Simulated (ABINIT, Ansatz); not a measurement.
# TiPbS3 (Pm-3m): zone-centre phonons, part 2 of 4

Which modes does TiPbS3 (Pm-3m) have at the zone centre?

ABINIT 10.8.3; DFT PBE, scalar-relativistic, plane waves, PseudoDojo norm-conserving pseudopotentials.

So far. Step 2 (Relaxing the cell and atoms): Little changed from the start: no atom moved by 0.005 Å and no cell edge by 0.1 %. Step 3 (Self-consistent run for the response): The cell stands at -0.033 GPa, close enough for phonons. The relaxed cell has a = 4.772 Å (conventional setting).

The structure was built from a prototype and need not be the compound's stable phase.

## 4. Zone-centre response

At q = 0 one unit cell holds all displacements. The response is solved for single atoms along the cell's directions, and symmetry skips those that follow from others. The crystal is treated as a metal, which screens a static field, so no field response is asked.

Input file dfpt_gamma.abi:

```

# common to the responses
getwfk_filepath "gso_WFK"
kptopt 2
nqpt 1
qpt 0.0 0.0 0.0
asr 0
chneut 0

# displacements
rfphon 1
rfatpol 1 5
rfdir 1 1 1
tolvrs 1.0d-10
prtwf 0

# basis, mesh and filling
ecut 38.0
ngkpt 6 6 6
nshiftk 1
shiftk 0.0 0.0 0.0
istwfk *1
occopt 6
tsmear 0.01
nband 31
nstep 100
diemac 1000000.0
prtebands 0
prtgsr 0
useylm 1

# cell and atoms
acell 9.017202822 9.017202822 9.017202822
rprim 
    1.0 0.0 0.0
    0.0 1.0 0.0
    0.0 0.0 1.0
ntypat 3
znucl 82 22 16
natom 5
typat 1 2 3 3 3
xred 
    0.0 0.0 0.0
    0.5 0.5 0.5
    0.5 0.5 0.0
    0.5 0.0 0.5
    0.0 0.5 0.5
pp_dirpath "./pseudo"
pseudos "Pb.upf, Ti.upf, S.upf"
```

The run is started by

```console
> OMP_NUM_THREADS=1 mpirun -n 4 abinit dfpt_gamma.abi > dfpt_gamma.log
```

Numbers of over 12 decimals in the logs are rounded to 6 here.

dfpt_gamma.abo, the main output file:

```text
[banners, grids, parts of the stress and lines that vanish by symmetry left out]
- input  file    -> dfpt_gamma.abi
- output file    -> dfpt_gamma.abo
- root for input  files -> dfpt_gammai
- root for output files -> dfpt_gammao

 Symmetries : space group Pm -3 m (#221); Bravais cP (primitive cubic)
================================================================================
 Values of the parameters that define the memory need of the present run (RF).
     intxc =       0      iscf =       7    lmnmax =      18     lnmax =       6
     mgfft =      54  mpssoang =       3    mqgrid =    3001     natom =       5
  nloc_mem =       1    nspden =       1   nspinor =       1    nsppol =       1
      nsym =      48    n1xccc =    2501    ntypat =       3    occopt =       6
   xclevel =       2
-    mband =          31        mffmem =           1         mkmem =          28
-   mkqmem =          28        mk1mem =          28           mpw =        8260
      nfft =      157464          nkpt =         112
- my_mband =          31
================================================================================
================================================================================

--------------------------------------------------------------------------------
------------- Echo of variables that govern the present computation ------------
--------------------------------------------------------------------------------
-
- outvars: echo of selected default values
-   iomode0 =  0 , fftalg0 =312 , wfoptalg0 =  0
-
- outvars: echo of global parameters not present in the input file
-  max_nthreads =    1
-
 -outvars: echo values of preprocessed input variables
 [... echo left out ...]
================================================================================

 chkinp: Checking input parameters for consistency.

[...]
== DATASET  1 ==================================================================
-   mpi_nproc: 4, omp_nthreads: 1 (-1 if OMP is not activated)

--- !DatasetInfo
iteration_state: {dtset: 1, }
dimensions: {natom: 5, nkpt: 112, mband: 31, nsppol: 1, nspinor: 1, nspden: 1, mpw: 8260, }
cutoff_energies: {ecut:  38.0, pawecutdg:  -1.0, }
electrons: {nelect:   4.40000000E+01, charge:   0.00000000E+00, occopt:   6.00000000E+00, tsmear:   1.00000000E-02, }
meta: {optdriver: 1, rfphon: 1, }
...

 mkfilename: getwfk from: gso_WFK

 Real(R)+Recip(G) space primitive vectors, cartesian coordinates (Bohr,Bohr^-1):
 R(1)=  9.0172028  0.0000000  0.0000000  G(1)=  0.1108991  0.0000000  0.0000000
 R(2)=  0.0000000  9.0172028  0.0000000  G(2)=  0.0000000  0.1108991  0.0000000
 R(3)=  0.0000000  0.0000000  9.0172028  G(3)=  0.0000000  0.0000000  0.1108991
 Unit cell volume ucvol=  7.3318828E+02 bohr^3
 Angles (23,13,12)=  9.00000000E+01  9.00000000E+01  9.00000000E+01 degrees
 setup1 : take into account q-point for computing boxcut.

 getcut: wavevector=  0.0000  0.0000  0.0000  ngfft=  54  54  54
         ecut(hartree)=     38.000   => boxcut(ratio)=   2.15807

--- Pseudopotential description ------------------------------------------------
- pspini: atom type   1  psp file is ./pseudo/Pb.upf

- pspini: atom type   2  psp file is ./pseudo/Ti.upf

- pspini: atom type   3  psp file is ./pseudo/S.upf

   3.79824789E+03                                ecore*ucvol(ha*bohr**3)
--------------------------------------------------------------------------------

 ==>  initialize data related to q vector <==

 The list of irreducible perturbations for this q vector is:
    1)    idir= 1    ipert=   1
    2)    idir= 1    ipert=   2
    3)    idir= 1    ipert=   3
    4)    idir= 3    ipert=   3

[...]
The perturbation idir=   2  ipert=   1 is
 symmetric of a previously calculated perturbation.
 So, its SCF calculation is not needed.

 The perturbation idir=   3  ipert=   1 is
 symmetric of a previously calculated perturbation.
 So, its SCF calculation is not needed.

 The perturbation idir=   2  ipert=   2 is
 symmetric of a previously calculated perturbation.
 So, its SCF calculation is not needed.

 The perturbation idir=   3  ipert=   2 is
 symmetric of a previously calculated perturbation.
 So, its SCF calculation is not needed.

[...]
The perturbation idir=   2  ipert=   5 is
 symmetric of a previously calculated perturbation.
 So, its SCF calculation is not needed.

 The perturbation idir=   3  ipert=   5 is
 symmetric of a previously calculated perturbation.
 So, its SCF calculation is not needed.

--------------------------------------------------------------------------------
 Perturbation wavevector (in red.coord.)   0.000000  0.000000  0.000000
 Perturbation : displacement of atom   1   along direction   1
 Found     8 symmetries that leave the perturbation invariant.

[...]
dfpt_looppert : total number of electrons, from k and k+q
  fully or partially occupied states are    4.400000E+01 and    4.400000E+01.
 Initialisation of the first-order wave-functions :
  ireadwf=   0

--- !BeginCycle
iteration_state: {dtset: 1, }
solver: {iscf: 7, nstep: 100, nline: 4, wfoptalg: 0, }
tolerances: {tolvrs: 1.00E-10, }
...

     iter   2DEtotal(Ha)        deltaE(Ha) residm    vres2
-ETOT  1   1.933925     -1.551E+04 2.403E+01 5.768E+02
 ETOT  2  -1.586437     -3.520E+00 5.702E-02 2.207E+02
 ETOT  3  -1.632956     -4.652E-02 6.287E-03 6.135E+00
 ETOT  4  -1.633870     -9.147E-04 8.797E-04 4.477E+00
 ETOT  5  -1.635019     -1.148E-03 1.319E-04 1.514E-01
[...]
At SCF step   12       vres2   =  8.59E-11 < tolvrs=  1.00E-10 =>converged.
[...]
Mean square residual over all n,k,spin=   37.754E-11; max=  43.696E-08

 Thirteen components of 2nd-order total energy (hartree) are
 1,2,3: 0th-order hamiltonian combined with 1st-order wavefunctions
     kin0=   1.85980149E+04 eigvalue=   1.61513216E+03  local=  -9.83528394E+03
 4,5,6: 1st-order hamiltonian combined with 1st and 0th-order wfs
 loc psp =  -4.60313436E+03  Hartree=   1.54327380E+03     xc=  -2.78583081E+02
 note that "loc psp" includes a xc core correction that could be resolved
 7,8,9: eventually, occupation + non-local contributions
    edocc=   1.83934679E+01     enl0=   3.85610459E+03   enl1=  -2.64309694E+04
 1-9 gives the relaxation energy (to be shifted if some occ is /=2.0)
   erelax=  -1.55170519E+04
 10,11,12 Non-relaxation  contributions : frozen-wavefunctions and Ewald
 fr.local=   2.00404953E+03 fr.nonlo=   1.32058593E+04  Ewald=   1.95103950E+02
 13,14 Frozen wf xc core corrections (1) and (2)
 frxc 1  =  -5.94833055E+02  frxc 2 =   7.05237064E+02
 Resulting in :
 2DEtotal=   -0.1635067060E+01 Ha. Also 2DEtotal=   -0.444924412988E+02 eV
    (2DErelax=   -1.5517051880E+04 Ha. 2DEnonrelax=    1.5515416813E+04 Ha)
    (  non-var. 2DEtotal :   -1.6350685890E+00 Ha)

[...]
Perturbation wavevector (in red.coord.)   0.000000  0.000000  0.000000
 Perturbation : displacement of atom   2   along direction   1
 Found     8 symmetries that leave the perturbation invariant.

[...]
dfpt_looppert : total number of electrons, from k and k+q
  fully or partially occupied states are    4.400000E+01 and    4.400000E+01.
 Initialisation of the first-order wave-functions :
  ireadwf=   0

--- !BeginCycle
iteration_state: {dtset: 1, }
solver: {iscf: 7, nstep: 100, nline: 4, wfoptalg: 0, }
tolerances: {tolvrs: 1.00E-10, }
...

     iter   2DEtotal(Ha)        deltaE(Ha) residm    vres2
-ETOT  1   5.689090     -7.967E+03 8.518E+01 1.415E+04
[...]
At SCF step   15       vres2   =  1.24E-12 < tolvrs=  1.00E-10 =>converged.
[...]
Mean square residual over all n,k,spin=   51.153E-08; max=  59.337E-05

 Thirteen components of 2nd-order total energy (hartree) are
 1,2,3: 0th-order hamiltonian combined with 1st-order wavefunctions
     kin0=   5.96275941E+03 eigvalue=   6.03176913E+02  local=  -3.85541707E+03
 4,5,6: 1st-order hamiltonian combined with 1st and 0th-order wfs
 loc psp =  -8.27004530E+03  Hartree=   2.19750487E+03     xc=  -4.52094654E+02
 note that "loc psp" includes a xc core correction that could be resolved
 7,8,9: eventually, occupation + non-local contributions
    edocc=   9.60281800E+02     enl0=   2.55539466E+03   enl1=  -7.67316656E+03
 1-9 gives the relaxation energy (to be shifted if some occ is /=2.0)
   erelax=  -7.97160593E+03
 10,11,12 Non-relaxation  contributions : frozen-wavefunctions and Ewald
 fr.local=   4.02035964E+03 fr.nonlo=   3.82700699E+03  Ewald=   1.78380754E+02
 13,14 Frozen wf xc core corrections (1) and (2)
 frxc 1  =  -1.65646988E+02  frxc 2 =   1.12569078E+02
 Resulting in :
 2DEtotal=    0.1063540135E+01 Ha. Also 2DEtotal=    0.289404013936E+02 eV
    (2DErelax=   -7.9716059280E+03 Ha. 2DEnonrelax=    7.9726694682E+03 Ha)
    (  non-var. 2DEtotal :    1.0635400540E+00 Ha)

[...]
Perturbation wavevector (in red.coord.)   0.000000  0.000000  0.000000
 Perturbation : displacement of atom   3   along direction   1
 Found     4 symmetries that leave the perturbation invariant.

[...]
dfpt_looppert : total number of electrons, from k and k+q
  fully or partially occupied states are    4.400000E+01 and    4.400000E+01.
 Initialisation of the first-order wave-functions :
  ireadwf=   0

--- !BeginCycle
iteration_state: {dtset: 1, }
solver: {iscf: 7, nstep: 100, nline: 4, wfoptalg: 0, }
tolerances: {tolvrs: 1.00E-10, }
...

     iter   2DEtotal(Ha)        deltaE(Ha) residm    vres2
-ETOT  1  0.987126     -5.782E+02 4.299E+00 1.749E+03
[...]
At SCF step   13       vres2   =  7.29E-12 < tolvrs=  1.00E-10 =>converged.
[...]
Mean square residual over all n,k,spin=   49.820E-08; max=  92.463E-05

 Thirteen components of 2nd-order total energy (hartree) are
 1,2,3: 0th-order hamiltonian combined with 1st-order wavefunctions
     kin0=   5.46939381E+02 eigvalue=  -1.58630949E+01  local=  -3.74614532E+02
 4,5,6: 1st-order hamiltonian combined with 1st and 0th-order wfs
 loc psp =  -4.42559750E+02  Hartree=   1.63467433E+02     xc=  -4.97690167E+01
 note that "loc psp" includes a xc core correction that could be resolved
 7,8,9: eventually, occupation + non-local contributions
    edocc=   1.80867737E+01     enl0=   2.90730991E+02   enl1=  -7.15396118E+02
 1-9 gives the relaxation energy (to be shifted if some occ is /=2.0)
   erelax=  -5.78977934E+02
 10,11,12 Non-relaxation  contributions : frozen-wavefunctions and Ewald
 fr.local=   2.28500405E+02 fr.nonlo=   3.58417790E+02  Ewald=   8.88482283E+00
 13,14 Frozen wf xc core corrections (1) and (2)
 frxc 1  =  -7.12193380E+01  frxc 2 =   5.46521627E+01
 Resulting in :
 2DEtotal=    0.2579082575E+00 Ha. Also 2DEtotal=    0.701804121164E+01 eV
    (2DErelax=   -5.7897793409E+02 Ha. 2DEnonrelax=    5.7923584235E+02 Ha)
    (  non-var. 2DEtotal :    2.5790815208E-01 Ha)

[...]
Perturbation wavevector (in red.coord.)   0.000000  0.000000  0.000000
 Perturbation : displacement of atom   3   along direction   3
 Found     8 symmetries that leave the perturbation invariant.

--------------------------------------------------------------------------------

--------------------------------------------------------------------------------

 dfpt_looppert : total number of electrons, from k and k+q
  fully or partially occupied states are    4.400000E+01 and    4.400000E+01.
 Initialisation of the first-order wave-functions :
  ireadwf=   0

--- !BeginCycle
iteration_state: {dtset: 1, }
solver: {iscf: 7, nstep: 100, nline: 4, wfoptalg: 0, }
tolerances: {tolvrs: 1.00E-10, }
...

     iter   2DEtotal(Ha)        deltaE(Ha) residm    vres2
-ETOT  1   11.417434140950     -6.038E+02 2.952E+00 1.626E+04
[...]
ETOT 12   8.024274      2.592E-11 8.597E-04 8.397E-09
 ETOT 13   8.024274     -2.774E-11 2.230E-04 2.674E-11

 At SCF step   13       vres2   =  2.67E-11 < tolvrs=  1.00E-10 =>converged.
[...]
Mean square residual over all n,k,spin=   19.228E-08; max=  22.304E-05

 Thirteen components of 2nd-order total energy (hartree) are
 1,2,3: 0th-order hamiltonian combined with 1st-order wavefunctions
     kin0=   5.99236717E+02 eigvalue=  -1.08118119E+01  local=  -4.13628436E+02
 4,5,6: 1st-order hamiltonian combined with 1st and 0th-order wfs
 loc psp =  -4.55491622E+02  Hartree=   1.82945540E+02     xc=  -5.10912199E+01
 note that "loc psp" includes a xc core correction that could be resolved
 7,8,9: eventually, occupation + non-local contributions
    edocc=   2.67747580E+01     enl0=   2.73799652E+02   enl1=  -7.58958775E+02
 1-9 gives the relaxation energy (to be shifted if some occ is /=2.0)
   erelax=  -6.07225199E+02
 10,11,12 Non-relaxation  contributions : frozen-wavefunctions and Ewald
 fr.local=  -5.69374570E+01 fr.nonlo=   3.90012813E+02  Ewald=   2.99971072E+02
 13,14 Frozen wf xc core corrections (1) and (2)
 frxc 1  =  -7.06965151E+01  frxc 2 =   5.28995592E+01
 Resulting in :
 2DEtotal=    0.8024273899E+01 Ha. Also 2DEtotal=    0.218351616421E+03 eV
    (2DErelax=   -6.0722519853E+02 Ha. 2DEnonrelax=    6.1524947243E+02 Ha)
    (  non-var. 2DEtotal :    8.0242737278E+00 Ha)

[...]
---- first-order wavefunction calculations are completed ----

 ==> Compute Derivative Database <==

 [... matrices left out ...]
  Phonon wavevector (reduced coordinates) :  0.00000  0.00000  0.00000
 Phonon energies in Hartree :
  -4.770037E-04 -4.770037E-04 -4.770037E-04 -1.694345E-04 -1.694345E-04
  -1.694345E-04 -1.432748E-04 -1.432748E-04 -1.432748E-04 -7.180539E-06
  -7.180539E-06 -7.180538E-06  1.473194E-03  1.473194E-03  1.473194E-03
 Phonon frequencies in cm-1    :
- -1.046902E+02 -1.046902E+02 -1.046902E+02 -3.718657E+01 -3.718657E+01
- -3.718657E+01 -3.144518E+01 -3.144518E+01 -3.144518E+01 -1.575946E+00
- -1.575946E+00 -1.575946E+00  3.233288E+02  3.233288E+02  3.233288E+02

== END DATASET(S) ==============================================================
================================================================================

 -outvars: echo values of variables after computation
            acell      9.0172028220E+00  9.0172028220E+00  9.0172028220E+00 Bohr
           etotal      8.0242738994E+00
            fcart      0.0000000000E+00  0.0000000000E+00  0.0000000000E+00
           strten      0.0000000000E+00  0.0000000000E+00  0.0000000000E+00
================================================================================
```

Elapsed: 8 min, on 4 MPI ranks of Intel Xeon 6975P-C (Granite Rapids), shared host; 32 min of CPU time.

Read from the output:

```yaml
largest_acoustic_frequency_at_the_zone_centre_before_the_sum_rule: -1.58 cm⁻¹
highest_optical_zone_centre_mode_no_lo_to_term: 323.3 cm⁻¹
lowest_optical_zone_centre_mode: -104.7 cm⁻¹
```

The acoustic modes at Γ come out as far as 1.6 cm⁻¹ from zero, where they should vanish, a small numerical error. The lowest optical mode is imaginary, 105i cm⁻¹, an instability at this level and on this k mesh.

(Continued in part 3 of 4.)

[Host names and launcher messages were left out of these logs when they were recorded.]

[Logs are printed without paths, hosts, clocks, repeated set-up lines and the standing remarks that a program may print on its own settings, such as how far it seeks lower states.]

[Hosts, paths, dates, database ids (printed as entryN), source tags and the programs' standing remarks are cut or masked in the printed files.]
